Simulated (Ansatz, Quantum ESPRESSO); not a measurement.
# 1T-SiO2, 1 layer in an electric field, part 4 of 6

Wanted: polarisability and gap of 1T-SiO2, 1 layer against a perpendicular field.

Quantum ESPRESSO 7.5; plane-wave DFT, PBEsol, GBRV ultrasoft pseudopotentials; geometry and cross-check by Ansatz 0.2.0 with PAW datasets.

So far. Step 5 (Bands along a path: no field): Along this path the valence top lies between K and Γ and the conduction bottom at Γ. Step 6 (Ground state: field 0.1 V/Å): The dipole goes from 0.0000 to 0.0095 e Å, 0.0949 e Å per V/Å.

## 7. Potential by pp.x

f1.pot.in reads:

```
&inputpp
  prefix = 'f1'
  outdir = './out'
  filplot = 'f1.pot.dat'
  plot_num = 11
/
```

Launch:

```sh
> OMP_NUM_THREADS=1 mpirun -n 2 pp.x -in f1.pot.in > f1.pot.out
```

Run time: 0.88 s. Hardware: 2 MPI ranks of Arm Neoverse V2, shared host; peak memory 0.09 GiB.

Numbers from this step:

```
slope of the potential above                                          : 0.10000 eV/Å
upper vacuum line continued to the top atoms, over the valence top    : 8.966 eV
slope of the potential below                                          : 0.09998 eV/Å
lower vacuum line continued to the bottom atoms, over the valence top : 9.055 eV
```

The slope in the vacuum is 0.100 eV/Å for an applied 0.10 V/Å, as it should be.

## 8. SCF with pw.x: field 0.2 V/Å

f2.in reads:

```
&control
  prefix = 'f2'
  outdir = './out'
  pseudo_dir = './pseudo'
  calculation = 'scf'
  tprnfor = .true.
  tefield = .true.
  dipfield = .true.
/
&system
  ibrav = 0
  nat = 3
  ntyp = 2
  ecutwfc = 40
  ecutrho = 200
  occupations = 'smearing'
  smearing = 'fd'
  degauss = 0.004
  edir = 3
  emaxpos = 0.97
  eopreg = 0.04
  eamp = 0.00388938
/
&electrons
  conv_thr = 1e-09
  mixing_beta = 0.4
  electron_maxstep = 120
  mixing_mode = 'plain'
  startingpot = 'file'
/
ATOMIC_SPECIES
  O   15.9990  o_pbesol_v1.2.uspp.F.UPF
  Si  28.0850  si_pbesol_v1.uspp.F.UPF
CELL_PARAMETERS angstrom
  2.69797419724083 0.00000000000000 -0.00000000000000
  -1.34898709862042 2.33651419356549 0.00000000000000
  -0.00000000000000 0.00000000000000 18.85903999990000
ATOMIC_POSITIONS crystal
  O   0.666666666667 0.333333333333 0.451438547694
  Si  0.000000000000 0.000000000000 0.500000008457
  O   0.333333333333 0.666666666667 0.548561443849
K_POINTS automatic
  12 12 1 0 0 0
```

Launch:

```sh
> cp -r out/f0.save out/f2.save
> OMP_NUM_THREADS=1 mpirun -n 2 pw.x -nk 2 -in f2.in > f2.out
```

The program printed:

```text
[banner, memory and clock lines left out]
Program PWSCF v.7.5 starts
[...]
number of electrons       =        16.00
     number of Kohn-Sham states=           12
     kinetic-energy cutoff     =      40.0000  Ry
     charge density cutoff     =     200.0000  Ry
[...]
number of k points=    74  Fermi-Dirac smearing, width (Ry)=  0.0040
[...]
Dense  grid:    38441 G-vectors     FFT dimensions: (  24,  24, 162)
[...]
The initial density is read from file :
[...]
negative rho (up, down):  5.091E-04 0.000E+00
[...]
Starting wfcs are   12 randomized atomic wfcs
[...]
negative rho (up, down):  5.088E-04 0.000E+00
[...]
estimated scf accuracy    <       0.00119678 Ry
[...]
negative rho (up, down):  5.089E-04 0.000E+00
[...]
estimated scf accuracy    <       0.00048035 Ry
[...]
negative rho (up, down):  5.089E-04 0.000E+00
[...]
estimated scf accuracy    <       0.00000292 Ry
[...]
negative rho (up, down):  5.089E-04 0.000E+00
[...]
estimated scf accuracy    <       0.00000166 Ry
[...]
negative rho (up, down):  5.088E-04 0.000E+00
[...]
estimated scf accuracy    <       0.00000054 Ry
[...]
negative rho (up, down):  5.088E-04 0.000E+00
[...]
estimated scf accuracy    <       0.00000004 Ry
[...]
negative rho (up, down):  5.088E-04 0.000E+00
[...]
estimated scf accuracy    <          4.2E-09 Ry
[...]
negative rho (up, down):  5.087E-04 0.000E+00
[...]
Computed dipole along edir(3) :
        Dipole                0.0358 Ry au,          0.0911 Debye
        Dipole field          0.0006 Ry au,
        E field amplitude [Ha a.u.]:  3.8894E-03
        Potential amp.        0.2277 Ry
        Total length         34.2129 bohr
[...]
the Fermi energy is    -4.0514 ev
!    total energy              =     -74.30040409 Ry
     estimated scf accuracy    <          2.1E-10 Ry
     smearing contrib. (-TS)   =      -0.00000000 Ry
     internal energy E=F+TS    =     -74.30040409 Ry
[...]
one-electron contribution =    -598.68349355 Ry
     hartree contribution      =     303.13868883 Ry
     xc contribution           =     -19.07614504 Ry
     ewald contribution        =     240.32080428 Ry
     electric field correction =      -0.00025861 Ry
     convergence has been achieved in   8 iterations
     negative rho (up, down):  5.087E-04 0.000E+00
[...]
Total force =     0.014329     Total SCF correction =     0.000058
[...]
```

The job ended after 26 s (2 MPI ranks; peak memory 0.24 GiB; 53 s of CPU time).

Read from the output:

* free energy: -1010.9085 eV
* Fermi energy: -4.051 eV
* dipole along the normal: 0.01897 e·Å
* valence top, on the run's zero: -5.438 eV
* conduction bottom, on the run's zero: 1.152 eV
* gap by band count: 6.590 eV

The dipole goes from 0.0000 to 0.0190 e Å, 0.0948 e Å per V/Å.

## 9. Electrostatic potential

f2.pot.in reads:

```
&inputpp
  prefix = 'f2'
  outdir = './out'
  filplot = 'f2.pot.dat'
  plot_num = 11
/
```

Launch:

```sh
> OMP_NUM_THREADS=1 mpirun -n 2 pp.x -in f2.pot.in > f2.pot.out
```

Elapsed: 0.89 s, on 2 MPI ranks; peak memory 0.1 GiB; 1.6 s of CPU time.

Numbers from this step:

| Quantity | Value |
| --- | --- |
| slope of the potential above | 0.2000 eV/Å |
| upper vacuum line continued to the top atoms, over the valence top | 8.922 eV |
| slope of the potential below | 0.2000 eV/Å |
| lower vacuum line continued to the bottom atoms, over the valence top | 9.100 eV |

The slope in the vacuum is 0.200 eV/Å for an applied 0.20 V/Å, as it should be.

## 10. Band structure: field 0.2 V/Å

f2.bands.in reads:

```
&control
  prefix = 'f2.bands'
  outdir = './out'
  pseudo_dir = './pseudo'
  calculation = 'bands'
  tefield = .true.
  dipfield = .true.
/
&system
  ibrav = 0
  nat = 3
  ntyp = 2
  ecutwfc = 40
  ecutrho = 200
  occupations = 'smearing'
  smearing = 'fd'
  degauss = 0.004
  edir = 3
  emaxpos = 0.97
  eopreg = 0.04
  eamp = 0.00388938
  nbnd = 14
/
&electrons
  conv_thr = 1e-07
  mixing_beta = 0.4
  electron_maxstep = 120
  mixing_mode = 'local-TF'
/
ATOMIC_SPECIES
  O   15.9990  o_pbesol_v1.2.uspp.F.UPF
  Si  28.0850  si_pbesol_v1.uspp.F.UPF
CELL_PARAMETERS angstrom
  2.69797419724083 0.00000000000000 -0.00000000000000
  -1.34898709862042 2.33651419356549 0.00000000000000
  -0.00000000000000 0.00000000000000 18.85903999990000
ATOMIC_POSITIONS crystal
  O   0.666666666667 0.333333333333 0.451438547694
  Si  0.000000000000 0.000000000000 0.500000008457
  O   0.333333333333 0.666666666667 0.548561443849
K_POINTS crystal_b
4
  0.0000000000 0.0000000000 0.0000000000 14
  0.5000000000 0.0000000000 0.0000000000 14
  0.3333333333 0.3333333333 0.0000000000 14
  0.0000000000 0.0000000000 0.0000000000 1
```

Launch:

```sh
> cp -r out/f2.save out/f2.bands.save
> cp out/f2.xml out/f2.bands.xml
> OMP_NUM_THREADS=1 mpirun -n 2 pw.x -nk 2 -in f2.bands.in > f2.bands.out
```

The program printed:

```text
[banner, memory and clock lines left out]
Program PWSCF v.7.5 starts
[citation notice left out]

[...]
bravais-lattice index     =            0
     lattice parameter (alat)  =       5.0984  a.u.
     unit-cell volume          =     802.2734 (a.u.)^3
     number of atoms/cell      =            3
     number of atomic types    =            2
     number of electrons       =        16.00
     number of Kohn-Sham states=           14
     kinetic-energy cutoff     =      40.0000  Ry
     charge density cutoff     =     200.0000  Ry
     Exchange-correlation= SLA  PW   PSX  PSC
                           (   1   4  10   8   0   0   0)

[...]
PseudoPot. # 1 for O  read from file:
     ./pseudo/o_pbesol_v1.2.uspp.F.UPF
     Pseudo is Ultrasoft + core correction, Zval =  6.0
     Generated by new atomic code, or converted to UPF format
     Using radial grid of  737 points,  5 beta functions with:
                l(1) =   0
                l(2) =   0
                l(3) =   1
                l(4) =   1
                l(5) =   2
     Q(r) pseudized with  8 coefficients,  rinner =    0.900   0.900   0.900
                                                       0.900   0.900

     PseudoPot. # 2 for Si read from file:
     ./pseudo/si_pbesol_v1.uspp.F.UPF
     Pseudo is Ultrasoft + core correction, Zval =  4.0
     Generated by new atomic code, or converted to UPF format
     Using radial grid of  899 points,  6 beta functions with:
                l(1) =   0
                l(2) =   0
                l(3) =   1
                l(4) =   1
                l(5) =   2
                l(6) =   2
     Q(r) pseudized with  8 coefficients,  rinner =    0.900   0.900   0.900
                                                       0.900   0.900

     atomic species   valence    mass     pseudopotential
     O                 6.00    15.99900     O ( 1.00)
     Si                4.00    28.08500     Si( 1.00)

     No symmetry found

[...]
number of k points=    43  Fermi-Dirac smearing, width (Ry)=  0.0040
[...]
Dense  grid:    38441 G-vectors     FFT dimensions: (  24,  24, 162)

     Smooth grid:    27377 G-vectors     FFT dimensions: (  24,  24, 144)

     The potential is recalculated from file :
     ./out/f2.bands.save/charge-density

     negative rho (up, down):  5.087E-04 0.000E+00

     Adding external electric field

     Computed dipole along edir(3) :
        Dipole                0.0358 Ry au,          0.0911 Debye
        Dipole field          0.0006 Ry au,

        E field amplitude [Ha a.u.]:  3.8894E-03
        Potential amp.        0.2277 Ry
        Total length         34.2129 bohr

     Starting wfcs are   12 randomized atomic wfcs +    2 random wfcs

     Band Structure Calculation
     Davidson diagonalization with overlap
     c_bands:  1 eigenvalues not converged
     c_bands:  1 eigenvalues not converged

     ethr =  6.25E-10,  avg # of iterations = 55.8

     End of band structure calculation

          k = 0.0000 0.0000 0.0000 (  3407 PWs)   bands (ev):

   -26.3786 -22.5819  -9.9317  -7.3880  -7.3880  -6.3118  -6.3118  -6.0235
     1.1518   2.3230   2.9043   3.3511   3.9539   4.8558

          k = 0.0357 0.0206 0.0000 (  3405 PWs)   bands (ev):

   -26.3561 -22.5726  -9.9217  -7.5420  -7.4241  -6.3869  -6.3065  -5.9555
     1.2371   2.3587   2.9692   3.3907   3.9866   4.8883

[...]
```

Wall time 16 s (2 MPI ranks); peak memory 0.13 GiB; 31 s of CPU time.

Read from the output:

| Quantity | Value |
| --- | --- |
| valence top, on the run's zero | -5.433 eV |
| gap by band count | 6.585 eV |

Band numbers count within the set of bands kept for display. Electronic bands along the path, in eV, zero at the highest filled level of the SCF mesh; v1 is the highest filled band, c1 the lowest empty one:

```csv
point,v4,v3,v2,v1,c1
Γ,-1.95,-0.87,-0.87,-0.59,6.59
halfway,-3.00,-2.57,-0.98,-0.06,8.71
M,-3.73,-1.63,-1.29,-0.82,7.96
halfway,-4.90,-2.74,-1.03,-0.50,9.36
K,-5.54,-3.93,-0.64,-0.58,10.55
halfway,-3.76,-1.85,-1.73,0.00,9.38
Γ,-1.95,-0.87,-0.87,-0.59,6.59
```

The electronic bands as a text plot (rows in eV, shown from -8.0 to 10.6 only):

```
   10.2 |                            ++++++++++++++
    9.4 |                         +++              +++
    8.6 |        +++++++        ++                    +++
    7.8 |     +++       ++++++++                         ++
    7.1 |  +++                                             +++++
    6.3 |++                                                     +
    5.5 |
    4.8 |
    4.0 |
    3.2 |
    2.4 |
    1.7 |
    0.9 |
    0.1 |    **********                       ***************
   -0.7 |***********   ***********************             ******
   -1.4 |  ***      ***************           ****************
   -2.2 |******************     ***              *******   ******
   -3.0 |    *  *******            ***        ***        *****
   -3.7 |     ***      *********      ********     ********
   -4.5 |************           ****          *****     *********
   -5.3 |        *** ***            **********      ****
   -6.1 |           *   **************    **********
   -6.8 |            ***                       ****
   -7.6 |               *****  ****************
         Γ                   M           K                      Γ
```

Upper empty bands that drop with the field can be states of the vacuum, held by the sawtooth; they depend on the cell's width.

Along this path the valence top lies between K and Γ and the conduction bottom at Γ.

## 11. Ground state: field -0.2 V/Å

f3.in, as its differences from the input of step 8:

```diff
@@ -1,3 +1,3 @@
 &control
-  prefix = 'f2'
+  prefix = 'f3'
   outdir = './out'
@@ -21,3 +21,3 @@
   eopreg = 0.04
-  eamp = 0.00388938
+  eamp = -0.00388938
 /
```

Launch:

```sh
> cp -r out/f0.save out/f3.save
> OMP_NUM_THREADS=1 mpirun -n 2 pw.x -nk 2 -in f3.in > f3.out
```

The program printed:

```text
[banner, memory and clock lines left out]
Program PWSCF v.7.5 starts
[...]
number of electrons       =        16.00
     number of Kohn-Sham states=           12
     kinetic-energy cutoff     =      40.0000  Ry
     charge density cutoff     =     200.0000  Ry
[...]
number of k points=    74  Fermi-Dirac smearing, width (Ry)=  0.0040
[...]
Dense  grid:    38441 G-vectors     FFT dimensions: (  24,  24, 162)
[...]
The initial density is read from file :
[...]
negative rho (up, down):  5.091E-04 0.000E+00
[...]
Starting wfcs are   12 randomized atomic wfcs
[...]
negative rho (up, down):  5.088E-04 0.000E+00
[...]
estimated scf accuracy    <       0.00119736 Ry
[...]
negative rho (up, down):  5.089E-04 0.000E+00
[...]
estimated scf accuracy    <       0.00048172 Ry
[...]
negative rho (up, down):  5.089E-04 0.000E+00
[...]
estimated scf accuracy    <       0.00000281 Ry
[...]
negative rho (up, down):  5.089E-04 0.000E+00
[...]
estimated scf accuracy    <       0.00000161 Ry
[...]
negative rho (up, down):  5.088E-04 0.000E+00
[...]
estimated scf accuracy    <       0.00000047 Ry
[...]
negative rho (up, down):  5.088E-04 0.000E+00
[...]
estimated scf accuracy    <       0.00000005 Ry
[...]
negative rho (up, down):  5.088E-04 0.000E+00
[...]
estimated scf accuracy    <          3.9E-09 Ry
[...]
negative rho (up, down):  5.087E-04 0.000E+00
[...]
Computed dipole along edir(3) :
        Dipole               -0.0358 Ry au,         -0.0910 Debye
        Dipole field         -0.0006 Ry au,
        E field amplitude [Ha a.u.]: -3.8894E-03
        Potential amp.       -0.2277 Ry
        Total length         34.2129 bohr
[...]
the Fermi energy is    -4.1149 ev
!    total energy              =     -74.30040406 Ry
     estimated scf accuracy    <          4.1E-10 Ry
     smearing contrib. (-TS)   =      -0.00000000 Ry
     internal energy E=F+TS    =     -74.30040406 Ry
[...]
one-electron contribution =    -598.68349123 Ry
     hartree contribution      =     303.13868582 Ry
     xc contribution           =     -19.07614441 Ry
     ewald contribution        =     240.32080428 Ry
     electric field correction =      -0.00025853 Ry
     convergence has been achieved in   8 iterations
     negative rho (up, down):  5.087E-04 0.000E+00
[...]
Total force =     0.014329     Total SCF correction =     0.000079
[...]
```

Wall time 26 s (2 MPI ranks); peak memory 0.33 GiB; 52 s of CPU time.

Numbers from this step:

```
Fermi energy                         : -4.115 eV
dipole along the normal              : -0.01895 e·Å
valence top, on the run's zero       : -5.503 eV
conduction bottom, on the run's zero : 1.087 eV
gap by band count                    : 6.590 eV
```

The dipole goes from 0.0000 to -0.0189 e Å, 0.0947 e Å per V/Å.

## 12. Potential by pp.x

f3.pot.in reads:

```
&inputpp
  prefix = 'f3'
  outdir = './out'
  filplot = 'f3.pot.dat'
  plot_num = 11
/
```

Launch:

```sh
> OMP_NUM_THREADS=1 mpirun -n 2 pp.x -in f3.pot.in > f3.pot.out
```

Run time: 0.89 s. Hardware: 2 MPI ranks; peak memory 0.1 GiB.

Numbers from this step:

```
slope of the potential above                                          : -0.2000 eV/Å
upper vacuum line continued to the top atoms, over the valence top    : 9.100 eV
slope of the potential below                                          : -0.2000 eV/Å
lower vacuum line continued to the bottom atoms, over the valence top : 8.922 eV
```

The slope in the vacuum is -0.200 eV/Å for an applied -0.20 V/Å, as it should be.

Each curve counts from the valence top of its own run.

The runs together. Potential energy against z:

```csv
z (Å),potential at 0 V/Å (eV),potential at 0.1 V/Å (eV),potential at 0.2 V/Å (eV),potential at -0.2 V/Å (eV)
0,9.01,8.61,8.20,9.82
1,9.01,8.30,7.60,10.4
2,9.01,8.40,7.80,10.2
3,9.01,8.50,8.00,10.0
4,9.01,8.60,8.20,9.82
5,9.01,8.70,8.40,9.62
6,9.01,8.80,8.59,9.42
7,8.90,8.79,8.68,9.12
8,3.62,3.59,3.55,3.70
9,-12.7,-12.8,-12.8,-12.7
10,-12.0,-12.0,-12.0,-12.1
11,5.96,6.00,6.04,5.87
12,8.94,9.07,9.19,8.70
13,9.01,9.23,9.45,8.57
14,9.01,9.33,9.65,8.37
15,9.01,9.43,9.85,8.17
16,9.01,9.53,10.1,7.97
17,9.01,9.63,10.3,7.77
18,9.01,9.73,10.5,7.57
```

(Continued in part 5 of 6.)

[Logs are printed without paths, hosts, clocks, repeated set-up lines and the standing remarks that a program may print on its own settings, such as how far it seeks lower states.]

[Hosts, paths, dates, database ids (printed as entryN), source tags and the programs' standing remarks are cut or masked in the printed files.]

[Maps of the electrostatic potential energy from Ansatz leave out the sawtooth potential of an applied field or a dipole correction, so their vacuum need not be flat; planar profiles and work functions include it.]
